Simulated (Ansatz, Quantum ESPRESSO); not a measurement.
# CdS (Hawleyite): modes at Γ and the response to a field

Wanted: the vibrations of CdS (Hawleyite) at Γ, by two programs.

Program: Quantum ESPRESSO 7.5. Level of theory: DFT LDA, scalar-relativistic, plane waves, GBRV ultrasoft pseudopotentials. Results are calculated unless marked as measured.

This is a report of a sequence of runs, with most program output left out.

### Step 1. The starting structure

Symmetry: F-43m, No. 216, cubic system. The conventional cell has a = 5.833 Å, b = 5.833 Å, c = 5.833 Å, α = 90.00°, β = 90.00°, γ = 90.00°. Cd has 4 S at 2.53 Å nearest. Nearest to S lie 4 Cd at 2.53 Å. Farther neighbours and most contacts between anions are not listed.

### Step 2. A probe with smearing

Before anything dear is run, a loose run with smearing shows whether this is a metal and how far the cell is from rest.

probe.in

```
&CONTROL
  calculation = 'scf'
  prefix      = 'x'
  outdir      = './tmp'
  pseudo_dir  = './pseudo'
  tprnfor     = .true.
  tstress     = .true.
  verbosity   = 'high'
/
&SYSTEM
  ibrav       = 0
  nat         = 2
  ntyp        = 2
  ecutwfc     = 40.0
  ecutrho     = 240.0
  occupations = 'smearing'
  smearing    = 'gaussian'
  degauss     = 0.01
/
&ELECTRONS
  conv_thr         = 1.0d-07
  mixing_beta      = 0.7
  electron_maxstep = 100
/
ATOMIC_SPECIES
 Cd    112.4140  Cd.upf
 S      32.0600  S.upf
CELL_PARAMETERS angstrom
    -2.916500000    0.000000000    2.916500000
     0.000000000    2.916500000    2.916500000
    -2.916500000    2.916500000    0.000000000
ATOMIC_POSITIONS crystal
 Cd     0.000000000   0.000000000   0.000000000
 S      0.250000000   0.250000000   0.250000000
K_POINTS automatic
 6 6 6 0 0 0
```

Command:

```
OMP_NUM_THREADS=1 mpirun -n 4 pw.x -nk 4 -in probe.in > probe.out
```

It took 2.9 s on 4 MPI ranks of Arm Neoverse V1, shared host; 11 s of CPU time.

Read from the output:

```yaml
volume_per_atom: 24.81 Å³
pressure: -2.372 GPa
gap_on_the_k_mesh: 0.8287 eV
```

A gap of 0.83 eV opens on this mesh, so the crystal is taken as an insulator; the start stands at -2.4 GPa.

### Step 3. Relaxation

The harmonic expansion starts where the forces on the atoms vanish, and stress shifts the frequencies, so cell and atoms are relaxed with tight thresholds.

relax.in

```
&CONTROL
  calculation   = 'vc-relax'
  prefix        = 'x'
  outdir        = './tmp'
  pseudo_dir    = './pseudo'
  tprnfor       = .true.
  tstress       = .true.
  forc_conv_thr = 2.0d-05
  etot_conv_thr = 1.0d-07
  nstep         = 40
/
&SYSTEM
  ibrav       = 0
  nat         = 2
  ntyp        = 2
  ecutwfc     = 40.0
  ecutrho     = 240.0
  occupations = 'fixed'
  nbnd        = 11
/
&ELECTRONS
  conv_thr         = 1.0d-11
  mixing_beta      = 0.7
  electron_maxstep = 100
/
&IONS
/
&CELL
  press_conv_thr = 0.1
/
ATOMIC_SPECIES
 Cd    112.4140  Cd.upf
 S      32.0600  S.upf
CELL_PARAMETERS angstrom
    -2.916500000    0.000000000    2.916500000
     0.000000000    2.916500000    2.916500000
    -2.916500000    2.916500000    0.000000000
ATOMIC_POSITIONS crystal
 Cd     0.000000000   0.000000000   0.000000000
 S      0.250000000   0.250000000   0.250000000
K_POINTS automatic
 8 8 8 0 0 0
```

Command:

```
OMP_NUM_THREADS=1 mpirun -n 4 pw.x -nk 4 -in relax.in > relax.out
```

Run time: 20 s. Hardware: 4 MPI ranks.

Relaxation path:

```csv
step,energy less that of the first step (eV),largest force (eV/Å),pressure (GPa),volume (Å³)
1,0.0000,0.0000,-2.34,49.62
2,-0.0072,0.0000,-1.60,49.03
3,-0.0127,0.0000,-0.40,48.15
4,-0.0130,0.0000,0.02,47.86
5,-0.0130,0.0000,0.00,47.88
6,-0.0111,0.0000,-0.09,47.88
```

```csv
"conventional cell, symmetrised",before,after,change
a (Å),5.833,5.764,-1.2 %
b (Å),5.833,5.764,-1.2 %
c (Å),5.833,5.764,-1.2 %
volume (Å³/atom),24.81,23.94,-3.5 %
```

The relaxed structure:

```
Cd S
1.0
    -2.88201    0.00000    2.88201
     0.00000    2.88201    2.88201
    -2.88201    2.88201    0.00000
Cd S
1 1
Direct
  0.00000 0.00000 0.00000
  0.25000 0.25000 0.25000
```

The last row of the table of steps is pw.x's closing run on a basis chosen anew for the final cell, so its energy can jump.

This step gave:

```yaml
volume_per_atom: 23.94 Å³
pressure: -0.09200 GPa
gap_on_the_k_mesh: 0.9033 eV
```

The volume changes by -3.5 % from the cell with which this run began.

### Step 4. Ground state

Perturbation theory inherits every error of the wavefunctions, so the threshold is set near the limit of the arithmetic. With a gap, occupations are fixed, which also allows the response to an electric field.

scf.in

```
&CONTROL
  calculation = 'scf'
  prefix      = 'x'
  outdir      = './tmp'
  pseudo_dir  = './pseudo'
  tprnfor     = .true.
  tstress     = .true.
/
&SYSTEM
  ibrav       = 0
  nat         = 2
  ntyp        = 2
  ecutwfc     = 40.0
  ecutrho     = 240.0
  occupations = 'fixed'
  nbnd        = 11
/
&ELECTRONS
  conv_thr         = 1.0d-12
  mixing_beta      = 0.7
  electron_maxstep = 100
/
ATOMIC_SPECIES
 Cd    112.4140  Cd.upf
 S      32.0600  S.upf
CELL_PARAMETERS angstrom
    -2.882011186    0.000000000    2.882011186
     0.000000000    2.882011186    2.882011186
    -2.882011186    2.882011186    0.000000000
ATOMIC_POSITIONS crystal
 Cd     0.000000000   0.000000000   0.000000000
 S      0.250000000   0.250000000   0.250000000
K_POINTS automatic
 8 8 8 0 0 0
```

Command:

```
OMP_NUM_THREADS=1 mpirun -n 4 pw.x -nk 4 -in scf.in > scf.out
```

Wall time 5.2 s (4 MPI ranks); 20 s of CPU time.

The cell stands at -0.092 GPa, close enough for phonons.

### Step 5. Zone-centre response

At q = 0 one unit cell holds all displacements; symmetry groups them into irreducible representations that are solved one by one. The response to a field gives ε∞ and the Born charges, which polar modes need.

ph.in

```
phonons
&INPUTPH
  prefix = 'x'
  outdir = './tmp'
  fildyn = 'g.dyn'
  tr2_ph = 1.0d-18
  epsil  = .true.
/
0.000000000 0.000000000 0.000000000
```

Command:

```
OMP_NUM_THREADS=1 mpirun -n 4 ph.x -nk 4 -in ph.in > ph.out
```

Run time: 71 s. Hardware: 4 MPI ranks; 4.7 min of CPU time.

Read from the output:

- miss of the charge sum rule: 0.01909 e
- largest acoustic frequency at the zone centre before the sum rule: -6.53 cm⁻¹
- highest optical zone-centre mode (no LO-TO term): 244.7 cm⁻¹
- lowest optical zone-centre mode: 244.7 cm⁻¹
- mean high-frequency dielectric constant: 7.685
- largest Born charge in size (third of the trace): 2.203 e

Born charge (rows field, columns displacement), before the sum rule (e), principal values of the symmetric part by kind of site:

```csv
atom,atoms with these values,low,middle,high,mean
Cd1,1,2.18,2.18,2.18,2.18
S2,1,-2.20,-2.20,-2.20,-2.20
```

In full for Cd1:

```
2.18 0.00 0.00
0.00 2.18 0.00
0.00 0.00 2.18
```

High-frequency dielectric tensor:

```
7.69 0.00 0.00
0.00 7.69 0.00
0.00 0.00 7.69
```

The acoustic modes at Γ come out as far as 6.5 cm⁻¹ from zero, where they should vanish, a small numerical error; the Born charges miss their sum rule by 0.019 e, which is good.

### Step 6. Modes with the sum rule

A rigid shift of the crystal must cost nothing, but grids and finite bases break this; the acoustic sum rule is imposed before the matrix is diagonalised again. With Born charges the intensities follow, and the static dielectric tensor.

dynmat.in

```
&INPUT
  fildyn = 'g.dyn'
  asr    = 'simple'
  fileig = 'dynmat.eig'
  lperm  = .true.
/
```

Command:

```
dynmat.x -in dynmat.in > dynmat.out
```

The job ended after 0.47 s (1 thread).

Numbers from this step:

| Quantity | Value |
| --- | --- |
| highest optical zone-centre mode (no LO-TO term) | 244.8 cm⁻¹ |
| lowest optical zone-centre mode | 244.8 cm⁻¹ |
| mean static dielectric constant | 10.99 |

Unit eigenvectors of the mass-weighted matrix after the sum rule; no LO-TO term. Modes at Γ, with each element's share of the kinetic energy:

```csv
mode,frequency (cm⁻¹),symmetry,Cd %,S %
1,0.0,acoustic,78,22
2,0.0,acoustic,78,22
3,0.0,acoustic,78,22
4,244.8,T2,22,78
5,244.8,T2,22,78
6,244.8,T2,22,78
```

Displacements in mode 5 (244.8 cm⁻¹), the largest set to 1:
```
Cd1  0.00  0.00 -0.29
S2   0.00  0.00  1.00
```

Degenerate modes summed, no LO-TO term. Lines of the infrared spectrum (strongest = 100):

```csv
position (cm⁻¹),lines merged,label,"IR intensity, relative"
245,3,T2,100
```

Static dielectric tensor (ions relaxed, fixed cell):

```
10.99  0.00  0.00
 0.00 10.99  0.00
 0.00  0.00 10.99
```

The rule moves no optical mode by more than 0.2 cm⁻¹.

### Step 7. Sum rules set otherwise: a sum rule for molecules or wires on a crystal

This rule also removes rotations, which suits molecules and not a crystal; it is tried to see the harm.

dynmat.in

```
&INPUT
  fildyn = 'g.dyn'
  asr    = 'zero-dim'
  fileig = 'dynmat.eig'
  lperm  = .true.
/
```

Command:

```
dynmat.x -in dynmat.in > dynmat.out
```

It took 0.47 s on 1 thread.

The program raised no error, yet the settings are not those of a careful run.

The fault: a sum rule for molecules or wires on a crystal; 2 optical modes are projected out to zero frequency, as if they were rotations, and the static dielectric tensor is spoilt.

For a crystal the rule has to be 'simple' or 'crystal'.

Zone-centre frequencies as printed; negative means imaginary. Modes:

```csv
mode,frequency (cm⁻¹)
1,0
2,0
3,0
4,0
5,0
6,244.7
```

### Step 8. The LO-TO splitting (1 0 0)

A longitudinal polar mode sets up a macroscopic field that stiffens it; the term hangs on the direction from which q goes to zero.

dynmat.in

```
&INPUT
  fildyn = 'g.dyn'
  asr    = 'simple'
  fileig = 'dynmat.eig'
  q(1)   = 1.0
  q(2)   = 0.0
  q(3)   = 0.0
/
```

Command:

```
dynmat.x -in dynmat.in > dynmat.out
```

It took 0.48 s on 1 thread.

This step gave:

```
highest mode moved by the LO-TO term : 292.8 cm⁻¹
```

Zone-centre frequencies as printed; negative means imaginary. Modes:

```csv
mode,frequency (cm⁻¹)
1,0
2,0
3,0
4,244.8
5,244.8
6,292.8
```

The field moves one mode, from 245 to 293 cm⁻¹; the others stay.

### Step 9. A second program

The same cell goes through another code, with its own cutoff. It uses its own PAW datasets, so the potentials differ. Its k mesh is centred on Γ.

This step: DFT LDA, scalar-relativistic, plane waves, PAW (Ansatz 0.2.0).

input.yaml

```yaml
crystal:
  lattice:
    - [-2.882011186, 0.0, 2.882011186]
    - [0.0, 2.882011186, 2.882011186]
    - [-2.882011186, 2.882011186, 0.0]
  atoms:
    - { symbol: Cd, position: [0.0, 0.0, 0.0] }
    - { symbol: S, position: [0.25, 0.25, 0.25] }
kpoints:
  mp_grid: { grid: [8, 8, 8] }
hamiltonian:
  xc: lda
scf:
  occupations: { method: fixed }
output:
  eigenvalues: true
phonons:
  method: dfpt
  dielectric: true
  rigid_motions: translations
```

Command:

```
ansatz run input.yaml --threads 4 --pin off --max-ram 8192MiB --backend cpu --events-out ev --progress --plain --runs-dir out
```

It took 22 s on 4 threads; peak memory 0.61 GiB.

Numbers from this step:

```yaml
gap_on_the_k_mesh: 0.9388 eV
sum_rule_residual_before_enforcement: 7.21e-5 eV/Å²
miss_of_the_charge_sum_rule: 6.85e-5 e
estimated_error_of_the_dielectric_tensor: 0.01701
estimated_error_of_the_born_charges: 0.02052 e
highest_optical_zone_centre_mode_no_lo_to_term: 242.4 cm⁻¹
lowest_optical_zone_centre_mode: 242.4 cm⁻¹
mean_high_frequency_dielectric_constant: 6.636
largest_born_charge_in_size_third_of_the_trace: 2.138 e
mean_static_dielectric_constant: 9.842
highest_mode_moved_by_the_lo_to_term: 295.2 cm⁻¹
```

Transverse modes. Lines of the infrared spectrum (strongest = 100):

```csv
position (cm⁻¹),label,"IR intensity ((D/Å)²/amu), degenerate modes summed, relative"
242,T2,100
```

The log warns that the force constants on this k mesh are to be taken as unconverged.

### Step 10. The two compared: QE GBRV and Ansatz, PAW

Numbers from this step:

| Item | Value |
| --- | --- |
| root-mean-square difference | 2.43 cm⁻¹ |
| largest difference | 2.43 cm⁻¹ |

Frequencies side by side, by row:

```csv
q (reciprocal lattice),mode,QE GBRV (cm⁻¹),"Ansatz, PAW (cm⁻¹)"
0 0 0,1,0,0
0 0 0,2,0,0
0 0 0,3,0,0
0 0 0,4,244.8,242.4
0 0 0,5,244.8,242.4
0 0 0,6,244.8,242.4
```

The two runs side by side. Further quantities:

```csv
quantity,QE GBRV,"Ansatz, PAW"
mean ε∞,7.685,6.637
"largest Born charge in size (e; the first before, the second after the charge sum rule)",2.203,2.138
```

At the zone centre the largest difference (acoustic modes at Γ apart) is 1.0 % of the highest mode; ε∞ differs by 16 %.

### Step 11. Results

```yaml
space_group_after_relaxation: F-43m
volume_per_atom: 23.9 Å³
gap_on_the_k_mesh: 0.903 eV
highest_optical_zone_centre_mode_no_lo_to_term: 244.8 cm⁻¹
highest_mode_moved_by_the_lo_to_term_probably_not_converged_in_the_k_mesh: 292.8 cm⁻¹
mean_high_frequency_dielectric_constant_probably_not_converged_in_the_k_mesh: 7.69
largest_born_charge_in_size_third_of_the_trace_probably_not_converged_in_the_k_mesh: 2.20 e
mean_static_dielectric_constant_probably_not_converged_in_the_k_mesh: 11.0
imaginary_optical_modes_at_the_zone_centre_no_q_mesh_in_this_session: none
largest_difference_from_ansatz_paw: 2.43 cm⁻¹
```

**Reading.** At the LDA level the optical modes of CdS (Hawleyite) at the zone centre (no LO-TO term) lie at 245 cm⁻¹. Along the directions run, the highest mode that the macroscopic field moves lies at 293 cm⁻¹. Lattice motion raises the mean dielectric constant from 7.685 to 10.99. ε∞, the Born charges and what follows from them are probably not converged in the k mesh. The Lyddane-Sachs-Teller relation holds: (ωLO/ωTO)² is 1.43 and ε₀/ε∞ is 1.43. QE GBRV and Ansatz, PAW differ by 2.4 cm⁻¹ in the root mean square and by 2.4 cm⁻¹ at most, 1.0 % of the highest mode compared (acoustic modes at Γ left out); the two use different potentials, and the cell was not relaxed for the second set. The mean ε∞ is 7.685 against 6.637: the first is summed on the ground state's k mesh, while Ansatz refines the mesh of its field response, and the potentials differ. These are harmonic frequencies at zero temperature: anharmonic shifts and linewidths and thermal expansion are left out. The LDA runs differ in the fit of the correlation energy, Perdew-Zunger in some and Perdew-Wang in others. Ansatz's log warns that force constants on this k mesh are to be taken as unconverged, an error that the frequencies of both programs share.

[Host names and launcher messages were left out of these logs when they were recorded.]

[Logs are printed without paths, hosts, clocks, repeated set-up lines and the standing remarks that a program may print on its own settings, such as how far it seeks lower states.]

[Hosts, paths, dates, database ids (printed as entryN), source tags and the programs' standing remarks are cut or masked in the printed files.]
